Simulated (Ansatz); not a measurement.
# Phonons of AlRh (Pm-3m) against volume, part 2 of 2

Aim: how the phonons of AlRh (Pm-3m) shift with volume, and the thermal expansion that follows.

Ansatz 0.2.0; DFT PBEsol, scalar-relativistic, plane waves, PAW; PAW set soft_1.

So far, highest frequency on the path or at a solved wavevector (cm⁻¹): step 2 (response at finite wavevector) 406.

## Step 4: Phonons at the other volume, volume ratio 0.97

The phonons are repeated at this volume on the same k and q meshes.

The input, input.yaml:

```yaml
crystal:
  lattice:
    - [2.9417719472, 0.0, 0.0]
    - [0.0, 2.9417719472, 0.0]
    - [0.0, 0.0, 2.9417719472]
  atoms:
    - { symbol: Al, position: [0.0, 0.0, 0.0] }
    - { symbol: Rh, position: [0.5, 0.5, 0.5] }
kpoints:
  mp_grid: { grid: [16, 16, 16] }
hamiltonian:
  xc: pbesol
  pseudopotentials: { kind: paw, azcp: { folder: soft_1 }, xc_functional: pbe }
scf:
  occupations: { method: methfessel_paxton, width: 0.2 }
output:
  eigenvalues: true
phonons:
  method: dfpt
  qmesh: [4, 4, 4]
  temperatures: { t_max: 1000, t_step: 50 }
  qpath:
    path:
      - [[0.0, 0.0, 0.0], [0.0, 0.5, 0.0], [0.5, 0.5, 0.0], [0.0, 0.0, 0.0], [0.5, 0.5, 0.5], [0.0, 0.5, 0.0]]
      - [[0.5, 0.5, 0.5], [0.5, 0.5, 0.0]]
    npoints: 10
```

The run is started by

```sh
ansatz run input.yaml --threads 4 --pin off --max-ram 10240MiB --backend cpu --events-out ev --progress --plain --runs-dir out
```

Numbers of over 12 decimals in the logs are rounded to 6 here.

The log of the run:

```text
[...]
Crystal: 2 atoms, lattice volume = 25.458 Å³
Basis set: ecut = 420 eV, 485 PW (Γ), exchange–correlation on 40×40×40 points (8 copies of the dense FFT grid, shifted against one another)
Bands: 14, of which v1, the nominal top of the filled ones, is band 10 counted from 1 (9 counted from 0)
Symmetry: 48 space group operations
k-points: 165 of 4096
[...]
SCF iter   1: F=—  HF=-6866.441124 eV  |F-HF|=—  |Δ(HF+E_count)|=         —  Δρ=1.22e-1  dr2=4.13e0  ethr=3.10e-3  ⟨swp⟩=4.0  Hψ=10798  notcnv=0
[...]
SCF iter   8: F=-6865.500905 eV  HF=-6865.500905 eV  |F-HF|=0.00e0  |Δ(HF+E_count)|=  3.46e-11  S|Δr|=    0.00e0  Δρ=7.41e-8  dr2=9.78e-13  ethr=1.00e-12  ⟨swp⟩=5.2  Hψ=9119  notcnv=0
SCF 1 converged in 8 iterations: F = -6865.500905 eV  dr2 = 9.78e-13
[...]
SCF iter   3: F=-6865.500905 eV  HF=-6865.500905 eV  |F-HF|=1.82e-12  |Δ(HF+E_count)|=  9.09e-13  S|Δr|=    0.00e0  Δρ=7.20e-8  dr2=2.00e-12  ethr=1.00e-12  ⟨swp⟩=1.0  Hψ=5303  notcnv=0
SCF 2 converged in 3 iterations: F = -6865.500905 eV  dr2 = 2.00e-12
[...]
NSCF: frozen V_eff on 165 k-points
[...]
SCF converged after 8 iterations
[...]
Free energy (F): -6865.500905 eV
[...]
Internal energy: -6865.502733 eV  (E = F + TS)
E sigma→0 (E₀):  -6865.501362 eV
Entropy (-TS):   0.001828 eV (0.914 meV/atom)
Fermi energy:    17.837602 eV
[...]
--- Band table (eV; the first three rows and the last of 165) ---
  k-point 0: bands = [... 6 lower, 12.5103, 15.9897, 15.9897, 15.9897, 22.9232, 22.9232, 22.9232, 27.4616]
  k-point 1: bands = [... 6 lower, 12.5394, 15.9095, 15.9095, 15.9980, 22.4815, 23.0638, 23.0638, 27.3190]
  k-point 2: bands = [... 6 lower, 12.6130, 15.6941, 15.6941, 16.0217, 21.5048, 23.4605, 23.4605, 26.9283]
  k-point 164: bands = [... 6 lower, 11.5968, 17.3073, 17.3073, 19.7401, 20.5917, 20.5917, 20.5917, 24.7662]
[...]
ASR residual: 5.515e-5 → 0.000e0 eV/Å²; symmetrization residual: 1.261e-6 eV/Å²
  ASR residual per site (eV/Å²): 3.69e-6 5.52e-5
  Γ frequencies (cm⁻¹): 0.00 0.00 0.00 308.27 308.27 308.27
--- Phonons (arbitrary-q DFPT): 10 irreducible q on the 4×4×4 mesh ---
[...]
interpolated dispersion: 62 rows × 6 modes
[...]
```

The job ended after 4.4 min (4 threads of Arm Neoverse V1, shared host; peak memory 2.1 GiB; 17 min of CPU time).

Numbers from this step:

| Quantity | Value |
| --- | --- |
| sum-rule residual before enforcement | 5.52e-5 eV/Å² |
| highest frequency on the path or at a solved wavevector | 427.1 cm⁻¹ |
| mean frequency | 250.9 cm⁻¹ |
| Debye temperature (second moment) | 495 K |
| logarithmic mean frequency | 232.9 cm⁻¹ |
| highest optical mode at the zone centre (no LO-TO term) | 308.3 cm⁻¹ |
| lowest optical zone-centre mode | 308.3 cm⁻¹ |
| lowest mode on the q mesh (acoustic modes at Γ apart) | 102.6 cm⁻¹ |
| zero-point energy per atom | 46.66 meV |
| heat capacity at 300 K | 21.90 J/(mol atoms K) |
| vibrational entropy at 300 K | 23.79 J/(mol atoms K) |
| edges of the widest gap between branches, on path and mesh | 234.3, 275.9 cm⁻¹ |

Frequencies (cm⁻¹) solved at each irreducible wavevector; negative means imaginary. Frequencies by wavevector, by row:

```
q in reciprocal lattice units  star  mode 1  mode 2  mode 3  mode 4  mode 5  mode 6
                        0 0 0     1       0       0       0   308.3   308.3   308.3
                     0 0 0.25     6   102.6   102.6     171   302.6   302.6   380.1
                     0 0 -0.5     3   147.6   147.6   234.3   296.9   296.9   427.1
                  0 0.25 0.25    12   127.8   131.1     196   294.7   336.6   364.4
                  0 0.25 -0.5    12   152.2   169.6   197.1   286.3   336.7   381.9
                  0 -0.5 -0.5     3   160.5   174.5   174.5   275.9   362.7   362.7
               0.25 0.25 0.25     8   159.3   159.3   199.2     330     330   343.9
               0.25 0.25 -0.5    12   173.9   179.7   191.9   324.5   328.8   365.4
               0.25 -0.5 -0.5     6     178   197.2   197.2   317.1   356.5   356.5
               -0.5 -0.5 -0.5     1   213.4   213.4   213.4   351.9   351.9   351.9
```

The highest optical mode at the zone centre (no LO-TO term) is 308.3 cm⁻¹, +19.7 cm⁻¹ against the base run.

## Step 5: Relaxing at another volume, volume ratio 1.03

The volume is scaled by 1.03 and held; symmetry leaves nothing to relax, so this is a single point. The modes can then be followed against volume.

input.yaml, the sections that differ from step 4:

```yaml
crystal:
  lattice:
    - [3.0012176995, 0.0, 0.0]
    - [0.0, 3.0012176995, 0.0]
    - [0.0, 0.0, 3.0012176995]
  atoms:
    - { symbol: Al, position: [0.0, 0.0, 0.0] }
    - { symbol: Rh, position: [0.5, 0.5, 0.5] }
output:
  forces: true
  stress: true
  eigenvalues: true
# kpoints, hamiltonian, scf: as in step 4
# phonons: removed
```

The log of the run:

```text
[...]
Crystal: 2 atoms, lattice volume = 27.033 Å³
Basis set: ecut = 420 eV, 515 PW (Γ), exchange–correlation on 48×48×48 points (8 copies of the dense FFT grid, shifted against one another)
Bands: 14, of which v1, the nominal top of the filled ones, is band 10 counted from 1 (9 counted from 0)
Symmetry: 48 space group operations
[...]
k-points: 165 of 4096
[...]
--- Band table (eV; the first three rows and the last of 165) ---
  k-point 0: bands = [... 6 lower, 11.6754, 14.8422, 14.8422, 14.8422, 21.4559, 21.4559, 21.4559, 25.9430]
  k-point 1: bands = [... 6 lower, 11.7003, 14.7690, 14.7690, 14.8497, 21.0213, 21.5889, 21.5889, 25.8209]
  k-point 2: bands = [... 6 lower, 11.7640, 14.5718, 14.5718, 14.8711, 20.0619, 21.9653, 21.9653, 25.4832]
  k-point 164: bands = [... 6 lower, 10.7690, 16.0372, 16.0372, 18.1600, 19.3083, 19.3083, 19.3083, 23.0712]
[key lines of the parts left out:]
SCF converged after 6 iterations
Free energy (F): -6865.502559 eV
Fermi energy:    16.544689 eV
P = ⅓ Tr σ = -5.8786 GPa (-58.786 kbar)
```

Wall time 1.1 s (4 threads); peak memory 0.34 GiB.

This step gave:

| Quantity | Value |
| --- | --- |
| pressure | -5.879 GPa |
| volume per atom | 13.52 Å³ |

The run ends at a pressure of -5.88 GPa.

## Step 6: Phonons at the other volume, volume ratio 1.03

The phonons are repeated at this volume on the same k and q meshes.

Edit input.yaml of step 5 so:

```diff
@@ -16,4 +16,11 @@
 output:
-  forces: true
-  stress: true
   eigenvalues: true
+phonons:
+  method: dfpt
+  qmesh: [4, 4, 4]
+  temperatures: { t_max: 1000, t_step: 50 }
+  qpath:
+    path:
+      - [[0.0, 0.0, 0.0], [0.0, 0.5, 0.0], [0.5, 0.5, 0.0], [0.0, 0.0, 0.0], [0.5, 0.5, 0.5], [0.0, 0.5, 0.0]]
+      - [[0.5, 0.5, 0.5], [0.5, 0.5, 0.0]]
+    npoints: 10
```

The log of the run:

```text
[...]
Crystal: 2 atoms, lattice volume = 27.033 Å³
Basis set: ecut = 420 eV, 515 PW (Γ), exchange–correlation on 48×48×48 points (8 copies of the dense FFT grid, shifted against one another)
Bands: 14, of which v1, the nominal top of the filled ones, is band 10 counted from 1 (9 counted from 0)
Symmetry: 48 space group operations
k-points: 165 of 4096
[...]
k-point 164: bands = [... 6 lower, 10.7690, 16.0371, 16.0371, 18.1600, 19.3083, 19.3083, 19.3083, 23.0712]
[...]
ASR residual: 5.818e-5 → 0.000e0 eV/Å²; symmetrization residual: 1.266e-6 eV/Å²
  ASR residual per site (eV/Å²): 4.95e-6 5.82e-5
  Γ frequencies (cm⁻¹): 0.00 0.00 0.00 269.65 269.65 269.65
--- Phonons (arbitrary-q DFPT): 10 irreducible q on the 4×4×4 mesh ---
[...]
interpolated dispersion: 62 rows × 6 modes
[...]
[key lines of the parts left out:]
SCF converged after 8 iterations
Free energy (F): -6865.502559 eV
Fermi energy:    16.544612 eV
```

Wall time 5.5 min (4 threads); peak memory 2.1 GiB.

This step gave:

| Quantity | Value |
| --- | --- |
| sum-rule residual before enforcement | 5.82e-5 eV/Å² |
| highest frequency on the path or at a solved wavevector | 386.5 cm⁻¹ |
| mean frequency | 223.2 cm⁻¹ |
| Debye temperature (second moment) | 440 K |
| logarithmic mean frequency | 207.4 cm⁻¹ |
| highest optical mode at the zone centre (no LO-TO term) | 269.6 cm⁻¹ |
| lowest optical zone-centre mode | 269.6 cm⁻¹ |
| lowest mode on the q mesh (acoustic modes at Γ apart) | 91.48 cm⁻¹ |
| zero-point energy per atom | 41.51 meV |
| heat capacity at 300 K | 22.48 J/(mol atoms K) |
| vibrational entropy at 300 K | 26.36 J/(mol atoms K) |
| edges of the widest gap between branches, on path and mesh | 209, 242.9 cm⁻¹ |

The highest optical mode at the zone centre (no LO-TO term) is 269.6 cm⁻¹, -19.0 cm⁻¹ against the base run.

## Step 7: Grüneisen parameters

The Grüneisen parameter of a mode is minus the logarithmic change of its frequency with volume, −d ln ω / d ln V; weighted by heat capacity it gives the expansion.

Numbers from this step:

| Property | Result |
| --- | --- |
| bulk modulus | 213.3 GPa |

Phonon branches along the path, in cm⁻¹:

```
    point  branch 1  branch 2  branch 3  branch 4  branch 5  branch 6
        Γ         0         0         0       289       289       289
  halfway        97        97       162       284       284       360
        X       138       138       221       281       281       406
  halfway       143       160       188       270       316       361
        M       151       168       168       259       340       340
  halfway       120       126       184       277       315       346
        Γ         0         0         0       289       289       289
  halfway       151       151       189       310       310       325
        R       198       198       198       334       334       334
  halfway       165       167       183       307       308       345
        X       138       138       221       281       281       406
jump to R       198       198       198       334       334       334
  halfway       166       187       187       300       336       336
        M       151       168       168       259       340       340
```

The same for volume x 0.97:

```
point  branch 1  branch 2  branch 3  branch 4  branch 5  branch 6
    Γ         0         0         0       308       308       308
    X       148       148       234       297       297       427
    M       160       174       174       276       363       363
    Γ         0         0         0       308       308       308
    R       213       213       213       352       352       352
    X       148       148       234       297       297       427
    R       213       213       213       352       352       352
    M       160       174       174       276       363       363
```

The same for volume x 1.03:

```
point  branch 1  branch 2  branch 3  branch 4  branch 5  branch 6
    Γ         0         0         0       270       270       270
    X       129       129       209       265       265       386
    M       142       161       161       243       318       318
    Γ         0         0         0       270       270       270
    R       184       184       184       316       316       316
    X       129       129       209       265       265       386
    R       184       184       184       316       316       316
    M       142       161       161       243       318       318
```

The first set of phonon branches as a text plot (rows in cm⁻¹):

```
    418 |
    400 |      ***                                      **
    383 |    **   *                                    *
    365 |   *      *                                  *
    347 |           ***********                    ***         **
    329 |  *        ***  ****  *     **************       *****
    311 | *        *         ****   *  ****        **      **
    294 |***      *             *******              ***     *
    276 |   ********      ******                        **    **
    258 |           ******                                      *
    240 |
    222 |      ***                                      **
    205 |     *   **                         ****      *  *
    187 |    *      *    *****         *******   ******    ***
    169 |   *       *****     *          **        **       *****
    151 |         *********          ** *            ***      ***
    133 |      *****      **** *       *                **
    116 |  * **              **     *
     98 |   *                 ***    **
     80 | *                    *    *
     62 |  *                    *  *
     44 |**                      * *
     27 |*                       *
      9 |                         *
         Γ      X      M          Γ            R        X|R     M
```

Mode Grueneisen parameter -dln(w)/dln(V), modes matched by rank; at Γ the acoustic branches take the value of a neighbouring point of the path. The mode Grüneisen parameters at the labelled points ():

```
    point  branch 1  branch 2  branch 3  branch 4  branch 5  branch 6
        Γ      1.72      1.72      1.76      2.23      2.23      2.23
  halfway      1.91      1.91      1.84      2.09      2.09      1.86
        X      2.22      2.22      1.90      1.89      1.89      1.66
  halfway      2.11      1.91      1.55      1.99      2.10      1.87
        M      1.98      1.35      1.35      2.12      2.18      2.18
  halfway      1.99      1.32      2.09      2.06      2.20      1.70
        Γ      1.73      1.16      2.02      2.23      2.23      2.23
  halfway      1.86      1.86      1.85      2.04      2.04      1.85
        R      2.46      2.46      2.46      1.78      1.78      1.78
  halfway      1.87      2.35      1.63      1.98      2.04      1.93
        X      2.22      2.22      1.90      1.89      1.89      1.66
jump to R      2.46      2.46      2.46      1.78      1.78      1.78
  halfway      2.45      1.83      1.83      1.90      2.02      2.02
        M      1.98      1.35      1.35      2.12      2.18      2.18
```

The mode Grüneisen parameters as a text plot (rows in , shown from 1.3 to 2.5 only):

```
   2.44 |                                    *******      *  *
   2.39 |                                       *     *
   2.34 |                                   **      *
   2.29 |                                              *
   2.24 |*      **             *****             *      **    *
   2.19 |***   *  *   ********* **  *      *     *   *  *  *    *
   2.14 | *       *******     **   *****             **       **
   2.08 |   * *    ****  *   **    *        *        * *       **
   2.03 |  * *    * ***  ****   ***    ****       ***        ** *
   1.98 |     *    **  **  ***           ****     * *       *
   1.93 |   *    **           *     *      *      *** * *   *
   1.88 |   ******        *             *  *     * ******* * *
   1.83 |   *                  *        *   **  *       *  ***
   1.78 |*** *     *      ***        **    * *******  *   *
   1.73 |*    *   * *         * ***    * **            *
   1.68 | *    ***           *         *                **
   1.63 |          *                                * *
   1.58 |            *   *                           *
   1.53 |                            **                       *
   1.48 |           *
   1.43 |            ** *           *                          *
   1.38 |             * ***                                     *
   1.33 |              *   ***     *
   1.28 |                     *
         Γ      X      M          Γ            R        X|R     M
```

(dS/dlnV)/C_V. Table of thermodynamic Grueneisen parameter by temperature:

```
temperature (K)  thermodynamic Grueneisen parameter
             50                                1.87
            100                                1.91
            150                                1.92
            200                                1.93
            250                                1.93
            300                                1.93
            350                                1.93
            400                                1.93
            450                                1.93
            500                                1.93
            550                                1.93
            600                                1.93
            650                                1.93
            700                                1.93
            750                                1.93
            800                                1.93
            850                                1.93
            900                                1.93
            950                                1.93
           1000                                1.93
```

Gamma C_V/(B V) at the static volume. The volume expansion by temperature:

```
temperature (K)  volume expansion (1e-6/K)
             50                       3.58
            100                       12.6
            150                       18.7
            200                       22.2
            250                       24.2
            300                       25.4
            350                       26.2
            400                       26.8
            450                       27.1
            500                       27.4
            550                       27.6
            600                       27.8
            650                       27.9
            700                       28.0
            750                       28.1
            800                       28.1
            850                       28.2
            900                       28.2
            950                       28.3
           1000                       28.3
```

## Step 8: Outcome

```json
{"bulk modulus": "213 GPa", "thermodynamic Grüneisen parameter at 300 K": "1.932", "volume expansion at 300 K, estimated": "25.44 × 10⁻⁶ K⁻¹"}
```

**Reading.** By this estimate the volume grows by 25.4 × 10⁻⁶ per kelvin at 300 K. The highest optical mode at Γ goes from 308 to 270 cm⁻¹ as the cell grows, a Grüneisen parameter of 2.23. Mode parameters on the path run from 1.2 to 2.5, with a median of 2.0. Branches are matched by rank, so values near crossings are rough. The expansion is the Grüneisen estimate at the static volume, with the static bulk modulus. With no gap, or one that is small against the smearing, the frequencies hang on the k mesh and the smearing, most of all near Kohn anomalies. The PAW files were made for PBE and serve the other functionals too.

[Logs are printed without paths, hosts, clocks, repeated set-up lines and the standing remarks that a program may print on its own settings, such as how far it seeks lower states.]

[Hosts, paths, dates, database ids (printed as entryN), source tags and the programs' standing remarks are cut or masked in the printed files.]
